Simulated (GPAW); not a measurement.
# Fe K-edge XANES of CaFe2P2 (I4/mmm), part 2 of 3

What does one-electron theory with a core hole give for the Fe K edge of CaFe2P2 (I4/mmm)?

GPAW 26.7.0; X-ray absorption from dipole matrix elements to empty bands, plane-wave PAW LDA.

So far. Step 2 (The field without a hole): The mesh shows no gap, so the system is treated as a metal and the core electron is put at the Fermi level (neutral cell).

## (4) Spectrum with XCH, Fe atom 1

The holes are 5.5 Å apart. In GPAW the data set carries the hole's charge, so charge=0 means a charged cell and charge=-1 a neutral one. The excited electron is kept in the cell, where it fills the lowest empty states and screens the hole. After the field has converged, empty bands are computed with the density fixed and the dipole matrix elements are summed.

The absorber has 4 P at 2.24 Å (distorted tetrahedral, site symmetry -4m2).

The input, xas.py:

```python
import numpy as np
from ase import Atoms
from ase.parallel import parprint, paropen
from gpaw import GPAW, PW, FermiDirac, Mixer, MixerDif, setup_paths
from gpaw.test import gen
setup_paths.insert(0, '.')
gen('Fe', name='fch1s', xcname='LDA', corehole=(1, 0, 1), write_xml=True)
from gpaw.mpi import world
world.barrier()

atoms = Atoms('Fe4Ca2P4',
    cell=[[3.855, -3.855, 0],
     [3.855, 3.855, 0],
     [-1.9275, 1.9275, 4.9925]],
    scaled_positions=[[0.5, 0.25, 0.5],
     [0, 0.75, 0.5],
     [0, 0.25, 0.5],
     [0.5, 0.75, 0.5],
     [0, 0, 0],
     [0.5, 0.5, 0],
     [0.6357, 0, 0.2714],
     [0.1357, 0.5, 0.2714],
     [0.3643, 0, 0.7286],
     [0.8643, 0.5, 0.7286]],
    magmoms=[4.0, 4.0, 4.0, 4.0, 0.0, 0.0, 0.0, 0.0, 0.0, 0.0],
    pbc=True)
atoms.calc = calc = GPAW(legacy_gpaw=True, mode=PW(430, force_complex_dtype=True), xc='LDA', setups={0: 'fch1s'},
    kpts={'size': (4, 3, 4), 'gamma': True}, occupations=FermiDirac(0.1),
    charge=-1, mixer=MixerDif(0.05, 8, 50), maxiter=150,
    convergence={'density': 0.0001, 'eigenstates': 1e-6}, txt='scf.txt')
energy = atoms.get_potential_energy() + calc.get_reference_energy()
ef = calc.get_fermi_level()
out = dict(energy=energy, fermi=ef, forces=atoms.get_forces().tolist(), magmoms=atoms.get_magnetic_moments().tolist())
parprint(f'all-electron energy {energy:.4f} eV, Fermi level {ef:.4f} eV')
ev = np.array([[calc.get_eigenvalues(k, s) for k in range(len(calc.get_ibz_k_points()))] for s in range(calc.get_number_of_spins())])
out['homo'], out['lumo'], out['counts'] = ev[ev < ef].max(), ev[ev > ef].min(), sorted(set((ev < ef).sum((0, 2)).tolist()))
out['filled'] = (ev[:, 0] < ef).sum(1).tolist()

from ase.units import Ha
from gpaw.xas import dipole_matrix_elements
nb = int(calc.get_number_of_electrons() / 2) + 111
top, nb = nb, nb + 8 + nb // 12
nscf = calc.fixed_density(kpts={'size': (4, 3, 4), 'gamma': True}, nbands=nb,
    convergence={'bands': top, 'eigenstates': 1e-5}, maxiter=60, txt='nscf.txt')
cell = atoms.cell.array
ops = [cell.T @ U.T @ np.linalg.inv(cell.T) for U in nscf.wfs.kd.symmetry.op_scc]
E = np.arange(-6, 34, 0.1)
fwhm = np.interp(E, [4, 25], [1.25, 3.5])
Y, X, zero, highest = 0, 0, 1e9, 1e9
for spin in range(nscf.get_number_of_spins()):
    wfs = nscf.wfs
    A = dipole_matrix_elements(wfs.setups[0])
    eps = np.zeros((wfs.kd.nibzkpts, nb))
    d = np.zeros((3, A.shape[1], wfs.kd.nibzkpts, nb), complex)
    for kpt in wfs.kpt_u:
        if kpt.s == spin and 0 in kpt.P_ani:
            eps[kpt.k] = kpt.eps_n * Ha
            d[:, :, kpt.k] = (kpt.weight * wfs.nspins / 2) ** 0.5 * np.inner(A, kpt.P_ani[0])
    world.sum(eps)
    world.sum(d)
    T = np.einsum('amkn,bmkn->abkn', d, d.conj()).real
    T = sum(np.einsum('ai,ijkn,bj->abkn', R, T, R) for R in ops) / len(ops)
    empty = eps > ef
    zero, highest = min(zero, eps[empty].min()), min(highest, eps[:, top - 1].min())
    lines = [(eps, T, empty)] if spin == 0 else lines + [(eps, T, empty)]
for eps, T, empty in lines:
    f = np.einsum('aakn->akn', T).reshape(3, -1)
    x = eps.ravel() - zero
    w = np.interp(x, E, fwhm) / 2.35482
    g = np.exp(-0.5 * ((E[:, None] - x) / w) ** 2) / (w * (2 * np.pi) ** 0.5)
    Y = Y + (f * empty.ravel()) @ g.T
    X = X + (f * ~empty.ravel()) @ g.T
out.update(E=E.round(2).tolist(), xas=Y.tolist(), xes=X.tolist(), zero=zero, valid=highest - zero, nk=len(eps), nb=nb)
for i in range(0, len(E), 10):
    parprint(f'{E[i]:7.2f}', *(f'{v:10.3e}' for v in Y[:, i]))
import json
with paropen('out.json', 'w') as f:
    json.dump(out, f)
```

Launch:

```console
$ OMP_NUM_THREADS=1 mpirun -n 2 gpaw python xas.py
```

Numbers of over 12 decimals in the logs are rounded to 6 here.

What it wrote:

```text
Input parameters:
  charge: -1
  convergence: {density: 0.0001,
                eigenstates: 1e-06}
  kpts: {gamma: True,
         size: (4, 3, 4)}
  maxiter: 150
  mixer: {backend: pulay,
          beta: 0.05,
          method: difference,
          nmaxold: 8,
          weight: 50}
  mode: {ecut: 430.0,
         force_complex_dtype: True,
         name: pw}
  occupations: {fixmagmom: False,
                name: fermi-dirac,
                width: 0.1}
  setups: {0: fch1s}

Initialize ...

[... PAW data sets ...]

Reference energy: -205121.943838  # eV

Spin-polarized calculation.
Initial magnetic moment: 16.000000

[... convergence settings ...]
Symmetries present (total): 2
  [... symmetry matrices ...]

48 k-points: 4 x 3 x 4 Monkhorst-Pack grid + [1/8,0.000000,1/8]
20 k-points in the irreducible part of the Brillouin zone
       k-points in crystal coordinates                weights
   0:     0.00000000    0.00000000    0.00000000          1/48
   1:     0.00000000    0.00000000    0.25000000          2/48
   2:     0.00000000    0.00000000    0.50000000          1/48
   3:     0.00000000    0.33333333    0.00000000          2/48
   4:     0.00000000    0.33333333    0.25000000          4/48
   5:     0.00000000    0.33333333    0.50000000          2/48
   6:     0.25000000    0.00000000   -0.25000000          2/48
   7:     0.25000000    0.00000000    0.00000000          2/48
   8:     0.25000000    0.00000000    0.25000000          2/48
   9:     0.25000000    0.00000000    0.50000000          2/48
          ...
  19:     0.50000000    0.33333333    0.50000000          2/48

Wave functions: Plane wave expansion
  Cutoff energy: 430.000 eV
  Number of coefficients (min, max): 2986, 3028
  Pulay-stress correction: 0.000000 eV/Ang^3 (de/decut=0.000000)
  Using FFTW library
  Wavefunction extrapolation:
    Improved wavefunction reuse through dual PAW basis

Occupation numbers: Fermi-Dirac:
  width: 0.1000  # eV

Eigensolver
   Davidson(niter=2)

Densities:
  Coarse grid: 27*27*28 grid
  Fine grid: 54*54*56 grid
  Total Charge: 0.000000

Density mixing:
  Method: difference
  Backend: pulay
  Linear mixing parameter: 0.05
  old densities: 8
  Width of damping distribution: 1.1
  Damping of long wavelength oscillations: 50

[... Hamiltonian set-up ...]
Number of atoms: 10
Number of atomic orbitals: 62
Number of bands in calculation: 58
Number of valence electrons: 73
Bands to converge: occupied

... initialized

Initializing position-dependent things.

Density initialized from atomic densities
Creating initial wave functions:
  58 bands from LCAO basis set

               Fe
        PFe       PFe
             Fe

        Ca  P     Ca

Atomic positions and initial magnetic moments

Positions:
   0 Fe     1.927500    0.000000    2.496250    ( 0.0000,  0.0000,  4.0000)
   1 Fe     1.927500    3.855000    2.496250    ( 0.0000,  0.0000,  4.0000)
   2 Fe     0.000000    1.927500    2.496250    ( 0.0000,  0.0000,  4.0000)
   3 Fe     3.855000    1.927500    2.496250    ( 0.0000,  0.0000,  4.0000)
   4 Ca     0.000000    0.000000    0.000000    ( 0.0000,  0.0000,  0.0000)
   5 Ca     3.855000    0.000000    0.000000    ( 0.0000,  0.0000,  0.0000)
   6 P      1.927500   -1.927500    1.354964    ( 0.0000,  0.0000,  0.0000)
   7 P      1.927500    1.927500    1.354964    ( 0.0000,  0.0000,  0.0000)
   8 P      0.000000   -0.000000    3.637535    ( 0.0000,  0.0000,  0.0000)
   9 P      3.855000    0.000000    3.637535    ( 0.0000,  0.0000,  0.0000)

Unit cell:
           periodic     x           y           z      points  spacing
  1. axis:    yes    3.855000   -3.855000    0.000000    27     0.1772
  2. axis:    yes    3.855000    3.855000    0.000000    27     0.2019
  3. axis:    yes   -1.927500    1.927500    4.992500    28     0.1783

  Lengths:   5.451793   5.451793   5.688196
[...]
iter:  25  -120.570457c  -4.99  -3.22    -0.0170
iter:  26  -120.570352c  -6.17c -3.75    -0.0176
iter:  27  -120.570377c  -6.44c -3.80    -0.0177
iter:  28  -120.570333c  -6.50c -3.93    -0.0177
iter:  29  -120.570345c  -6.72c -4.19c   -0.0177

Converged after 29 iterations.

Dipole moment: (-0.006800, -0.006800, 0.000000) |e|*Ang

Total magnetic moment: (0.000000, 0.000000, -0.017651)
Local magnetic moments:
   0 Fe ( 0.000000,  0.000000, -0.027149)
   1 Fe ( 0.000000,  0.000000, -0.000745)
   2 Fe ( 0.000000,  0.000000,  0.005289)
   3 Fe ( 0.000000,  0.000000,  0.004482)
   4 Ca ( 0.000000,  0.000000,  0.000070)
   5 Ca ( 0.000000,  0.000000,  0.000070)
   6 P  ( 0.000000,  0.000000,  0.000313)
   7 P  ( 0.000000,  0.000000,  0.000313)
   8 P  ( 0.000000,  0.000000,  0.000313)
   9 P  ( 0.000000,  0.000000,  0.000313)

Energy contributions relative to reference atoms: (reference = -205121.943838)

Kinetic:        +92.428750
Potential:      -79.470787
External:        +0.000000
XC:            -132.496921
Entropy (-ST):   -0.200375
Local:           -0.931200
SIC:             +0.000000
--------------------------
Free energy:   -120.670532
Extrapolated:  -120.570345

Spin contamination: 0.015075 electrons
Showing only first 2 kpts
                      Up                     Down
 Kpt  Band  Eigenvalues  Occupancy  Eigenvalues  Occupancy
  0    34      8.23924    0.99350      8.23702    0.99364
  0    35      8.37138    0.97606      8.36929    0.97655
  0    36      8.37805    0.97446      8.37574    0.97502
  0    37      8.84512    0.26325      8.82868    0.29633

  1    34      8.26514    0.99160      8.26284    0.99179
  1    35      8.43916    0.95393      8.43648    0.95509
  1    36      8.44532    0.95114      8.44260    0.95239
  1    37      8.84862    0.25650      8.83219    0.28908

Fermi level: 8.74220

No gap
No difference between direct/indirect transitions

Forces in eV/Ang:
  0 Fe   -0.00003   -0.00003    0.00000
  1 Fe    0.00001    0.00001    0.00000
  2 Fe   -0.00001   -0.00001    0.00000
  3 Fe    0.00001    0.00001    0.00000
  4 Ca   -0.00007   -0.00007    0.00000
  5 Ca    0.00007    0.00007    0.00000
  6 P    -0.01054   -0.34166    0.82747
  7 P     0.01054    0.34166    0.82752
  8 P    -0.34166   -0.01054   -0.82747
  9 P     0.34166    0.01054   -0.82752
Scalar-relativistic atomic LDA calculation for Fe (Iron, Z=26)
Core hole in 1s state (1s occupation: 1.0)
600 radial gridpoints.
|------------------------------------------------|
|------------------------------------------------|
[... the atom generator's iteration count ...]

Energy contributions:
-------------------------
Kinetic:    +1017.191859
XC:           -46.144240
Potential:  -1978.893260
-------------------------
Total:      -1007.845641

state      eigenvalue         ekin         rmax
-----------------------------------------------
1s^1.0 :  -267.812489   339.542654        0.038
2s^2.0 :   -32.757975    64.605958        0.217
2p^6.0 :   -28.815929    64.226874        0.173
3s^2.0 :    -4.204234    14.362904        0.677
3p^6.0 :    -2.970751    12.917389        0.677
3d^6.0 :    -0.864258     8.881693        0.650
4s^2.0 :    -0.535768     1.777873        2.128
4p^0.0 :    -0.326687     1.191254        2.559
-----------------------------------------------
(units: Bohr and Hartree)

Generating PAW setup
Kinetic energy of the core from tauc = 967.165349
Cutoffs:
rc(s)=2.200
rc(p)=2.000
rc(d)=2.000
rc(vbar)=1.800
rc(comp)=2.000
rc(nct)=2.200

Kinetic energy of the core states: 960.345957
Charge: 1.0
Core electrons: 17.0
Valence electrons: 8.0
Pseudo-core charge: 0.606597
Shape function alpha=2.500
Pseudo-electron charge 4.166632
state    eigenvalue         norm
--------------------------------
4s(2) :    -0.535768     1.073068
*s    :     0.464232
4p(0) :    -0.326687     0.992560
*p    :     0.673313
3d(6) :    -0.864258     0.235650
*d    :     0.135742
--------------------------------

Diagonalizing with gridspacing h=0.050

state   all-electron     PAW
-------------------------------
4s:      -0.535768    -0.535906
4p:      -0.326687    -0.326805
3d:      -0.864258    -0.864759
*f:                   -0.021137
-------------------------------
all-electron energy -205242.5142 eV, Fermi level 8.7422 eV
  -6.00  3.662e-37  3.662e-37  1.327e-36
  -5.00  1.286e-28  1.286e-28  4.907e-28
  -4.00  1.374e-21  1.374e-21  5.479e-21
  -3.00  4.643e-16  4.643e-16  1.882e-15
  -2.00  5.293e-12  5.293e-12  2.046e-11
  -1.00  2.327e-09  2.327e-09  7.518e-09
  -0.00  5.498e-08  5.498e-08  1.193e-07
[...]
31.00  8.551e-07  8.551e-07  8.009e-07
  32.00  8.136e-07  8.136e-07  7.201e-07
  33.00  7.312e-07  7.312e-07  6.128e-07
```

Wall time 5.8 min (2 MPI ranks of Arm Neoverse V2, shared host); peak memory 0.63 GiB; 12 min of CPU time.

The Fe K spectrum, Fe atom 1, excited-electron core hole (neutral cell) (energy from the lowest empty level; intensity scaled to a mean of 1 over the first 20 eV; polarised curves are means over the symmetry-equivalent atoms):

```
E (eV)  isotropic  ε ⊥ c  ε ∥ c
  -2.0       0.00   0.00   0.00
  -1.5       0.00   0.00   0.00
  -1.0       0.01   0.01   0.02
  -0.5       0.06   0.04   0.11
   0.0       0.20   0.14   0.31
   0.5       0.36   0.29   0.50
   1.0       0.45   0.39   0.56
   1.5       0.44   0.41   0.49
   2.0       0.36   0.36   0.37
   2.5       0.31   0.29   0.34
   3.0       0.36   0.31   0.46
   3.5       0.52   0.44   0.67
   4.0       0.65   0.57   0.81
   4.5       0.66   0.62   0.73
   5.0       0.62   0.64   0.57
   5.5       0.59   0.62   0.52
   6.0       0.60   0.61   0.60
   6.5       0.72   0.70   0.76
   7.0       0.90   0.87   0.97
   7.5       1.09   1.03   1.21
   8.0       1.25   1.16   1.43
   8.5       1.34   1.24   1.56
   9.0       1.36   1.26   1.56
   9.5       1.29   1.22   1.41
  10.0       1.18   1.17   1.20
  10.5       1.11   1.16   1.03
  11.0       1.11   1.18   0.95
  11.5       1.15   1.25   0.95
  12.0       1.22   1.32   1.01
  12.5       1.29   1.38   1.09
  13.0       1.33   1.42   1.16
  13.5       1.34   1.41   1.21
  14.0       1.33   1.36   1.27
  14.5       1.31   1.29   1.36
  15.0       1.31   1.22   1.49
  15.5       1.31   1.17   1.60
  16.0       1.31   1.15   1.64
  16.5       1.30   1.16   1.58
  17.0       1.28   1.21   1.44
  17.5       1.27   1.27   1.28
  18.0       1.27   1.33   1.15
  18.5       1.29   1.40   1.07
  19.0       1.30   1.44   1.02
  19.5       1.31   1.47   0.98
  20.0       1.29   1.46   0.95
  20.5       1.26   1.42   0.93
  21.0       1.22   1.37   0.93
  21.5       1.19   1.30   0.97
  22.0       1.18   1.25   1.03
  22.5       1.19   1.22   1.11
  23.0       1.22   1.22   1.21
  23.5       1.26   1.24   1.31
  24.0       1.32   1.26   1.44
  24.5       1.38   1.29   1.58
  25.0       1.45   1.32   1.72
  25.5       1.52   1.35   1.85
  26.0       1.59   1.41   1.96
  26.5       1.67   1.49   2.04
  27.0       1.76   1.59   2.09
  27.5       1.84   1.71   2.12
  28.0       1.93   1.84   2.13
  28.5       2.02   1.96   2.14
  29.0       2.10   2.07   2.15
  29.5       2.16   2.15   2.16
  30.0       2.20   2.21   2.17
  30.5       2.21   2.24   2.15
  31.0       2.19   2.24   2.10
```

Main maxima below 30 eV (height): 1.2 eV (0.46), 4.2 eV (0.67), 8.8 eV (1.36), 13.4 eV (1.34) and 19.3 eV (1.31). A K edge sees empty p states. The weak features of the first eV are p character mixed into the empty d bands; the main 4p edge lies above them.

The total-energy difference is 7091.26 eV. The tabulated edge of the element is 7112 eV. The functional leaves an error in such absolute values: in the free atom LDA prices this hole 16.1 eV below PBE (computed apart), and PBE is itself good to a few eV.

## (5) Spectrum with FCH, Fe atom 1

The holes are 5.5 Å apart. In GPAW the data set carries the hole's charge, so charge=0 means a charged cell and charge=-1 a neutral one. The excited electron is left out and a uniform background balances the charge. After the field has converged, empty bands are computed with the density fixed and the dipole matrix elements are summed.

Changed against the first core-hole run: core hole to FCH.

Changes to xas.py since step 4:

```diff
@@ -28,3 +28,3 @@
     kpts={'size': (4, 3, 4), 'gamma': True}, occupations=FermiDirac(0.1),
-    charge=-1, mixer=MixerDif(0.05, 8, 50), maxiter=150,
+    charge=0, mixer=MixerDif(0.05, 8, 50), maxiter=150,
     convergence={'density': 0.0001, 'eigenstates': 1e-6}, txt='scf.txt')
```

What it wrote:

```text
Input parameters:
  convergence: {density: 0.0001,
                eigenstates: 1e-06}
  kpts: {gamma: True,
         size: (4, 3, 4)}
  maxiter: 150
  mixer: {backend: pulay,
          beta: 0.05,
          method: difference,
          nmaxold: 8,
          weight: 50}
  mode: {ecut: 430.0,
         force_complex_dtype: True,
         name: pw}
  occupations: {fixmagmom: False,
                name: fermi-dirac,
[...]
4s:      -0.535768    -0.535906
4p:      -0.326687    -0.326805
3d:      -0.864258    -0.864759
*f:                   -0.021137
-------------------------------
all-electron energy -205251.1426 eV, Fermi level 8.4848 eV
  -6.00  3.831e-37  3.831e-37  8.334e-36
  -5.00  1.285e-28  1.285e-28  2.675e-27
  -4.00  1.279e-21  1.279e-21  2.515e-20
  -3.00  3.892e-16  3.892e-16  7.004e-15
[...]
32.00  8.352e-07  8.352e-07  7.547e-07
  33.00  7.602e-07  7.602e-07  6.503e-07
[key lines of the parts left out:]
Converged after 22 iterations.
Dipole moment: (-0.004342, -0.004342, 0.000000) |e|*Ang
Free energy:   -129.287340
Fermi level: 8.48475
```

It took 5.1 min on 2 MPI ranks; peak memory 0.63 GiB; 10 min of CPU time.

```
E (eV)  first run  this run
  -2.0       0.00      0.00
  -1.0       0.01      0.02
   0.0       0.20      0.24
   1.0       0.45      0.46
   2.0       0.36      0.41
   3.0       0.36      0.31
   4.0       0.65      0.59
   5.0       0.62      0.65
   6.0       0.60      0.60
   7.0       0.90      0.80
   8.0       1.25      1.17
   9.0       1.36      1.38
  10.0       1.18      1.27
  11.0       1.11      1.12
  12.0       1.22      1.18
  13.0       1.33      1.31
  14.0       1.33      1.35
  15.0       1.31      1.33
  16.0       1.31      1.33
  17.0       1.28      1.31
  18.0       1.27      1.29
  19.0       1.30      1.31
  20.0       1.29      1.32
  21.0       1.22      1.26
  22.0       1.18      1.20
  23.0       1.22      1.21
  24.0       1.32      1.29
  25.0       1.45      1.42
  26.0       1.59      1.56
  27.0       1.76      1.72
  28.0       1.93      1.89
  29.0       2.10      2.07
  30.0       2.20      2.20
  31.0       2.19      2.23
```

Against the first run the r.m.s. difference is 3 %. The highest intensity below 24 eV goes from 8.8 eV (1.36) to 9.1 eV (1.39).

The photon energy of the zero moves by -0.14 eV.

## (6) Supercell without a hole, the energy reference

The cutoff changes for the next run, so it gets a reference energy of its own.

The input, scf.py:

```python
import numpy as np
from ase import Atoms
from ase.parallel import parprint, paropen
from gpaw import GPAW, PW, FermiDirac, Mixer, MixerDif, setup_paths
from gpaw.test import gen
setup_paths.insert(0, '.')
gen('Fe', name='nch1s', xcname='LDA', corehole=(1, 0, 0), write_xml=True)
from gpaw.mpi import world
world.barrier()

atoms = Atoms('Fe4Ca2P4',
    cell=[[3.855, -3.855, 0],
     [3.855, 3.855, 0],
     [-1.9275, 1.9275, 4.9925]],
    scaled_positions=[[0.5, 0.25, 0.5],
     [0, 0.75, 0.5],
     [0, 0.25, 0.5],
     [0.5, 0.75, 0.5],
     [0, 0, 0],
     [0.5, 0.5, 0],
     [0.6357, 0, 0.2714],
     [0.1357, 0.5, 0.2714],
     [0.3643, 0, 0.7286],
     [0.8643, 0.5, 0.7286]],
    magmoms=[4.0, 4.0, 4.0, 4.0, 0.0, 0.0, 0.0, 0.0, 0.0, 0.0],
    pbc=True)
atoms.calc = calc = GPAW(legacy_gpaw=True, mode=PW(600, force_complex_dtype=True), xc='LDA', setups={0: 'nch1s'},
    kpts={'size': (4, 3, 4), 'gamma': True}, occupations=FermiDirac(0.1),
    charge=0, mixer=MixerDif(0.05, 8, 50), maxiter=150,
    convergence={'density': 0.0001, 'eigenstates': 1e-6}, txt='scf.txt')
energy = atoms.get_potential_energy() + calc.get_reference_energy()
ef = calc.get_fermi_level()
out = dict(energy=energy, fermi=ef, forces=atoms.get_forces().tolist(), magmoms=atoms.get_magnetic_moments().tolist())
parprint(f'all-electron energy {energy:.4f} eV, Fermi level {ef:.4f} eV')
ev = np.array([[calc.get_eigenvalues(k, s) for k in range(len(calc.get_ibz_k_points()))] for s in range(calc.get_number_of_spins())])
out['homo'], out['lumo'], out['counts'] = ev[ev < ef].max(), ev[ev > ef].min(), sorted(set((ev < ef).sum((0, 2)).tolist()))
out['filled'] = (ev[:, 0] < ef).sum(1).tolist()
import json
with paropen('out.json', 'w') as f:
    json.dump(out, f)
```

Launch:

```console
$ OMP_NUM_THREADS=1 mpirun -n 2 gpaw python scf.py
```

What it wrote:

```text
Input parameters:
  convergence: {density: 0.0001,
                eigenstates: 1e-06}
  kpts: {gamma: True,
         size: (4, 3, 4)}
  maxiter: 150
  mixer: {backend: pulay,
          beta: 0.05,
          method: difference,
          nmaxold: 8,
          weight: 50}
  mode: {ecut: 600.0,
         force_complex_dtype: True,
         name: pw}
  occupations: {fixmagmom: False,
                name: fermi-dirac,
[...]
*s    :     0.798577
4p(0) :    -0.052601     0.991270
*p    :     0.947399
3d(6) :    -0.284898     0.340374
*d    :     0.715102
--------------------------------

Diagonalizing with gridspacing h=0.050

state   all-electron     PAW
-------------------------------
4s:      -0.201423    -0.201507
4p:      -0.052601    -0.052622
3d:      -0.284898    -0.285412
*f:                    0.070434
-------------------------------
all-electron energy -212334.0557 eV, Fermi level 8.7256 eV
[key lines of the parts left out:]
Converged after 19 iterations.
Dipole moment: (-0.000000, -0.000000, 0.000000) |e|*Ang
Free energy:    -79.141997
Fermi level: 8.72555
```

Wall time 2.2 min (2 MPI ranks); peak memory 0.54 GiB.

Reference energy: -212334.056 eV with the cores included.

[end of part 2 of 3]

[Banner, clock and machine lines of the logs are left out without a mark of their own.]

[Logs are printed without paths, hosts, clocks, repeated set-up lines and the standing remarks that a program may print on its own settings, such as how far it seeks lower states.]

[Hosts, paths, dates, database ids (printed as entryN), source tags and the programs' standing remarks are cut or masked in the printed files.]

[Lists of maxima count a maximum above −3 eV only where it reaches 4 % of the highest in the window and stands out from its surroundings by 2 % of it (1.5 % where it reaches 55 %); shoulders and weaker maxima are passed over, and of the rest the first, up to two pre-edge ones and the few strongest are named.]
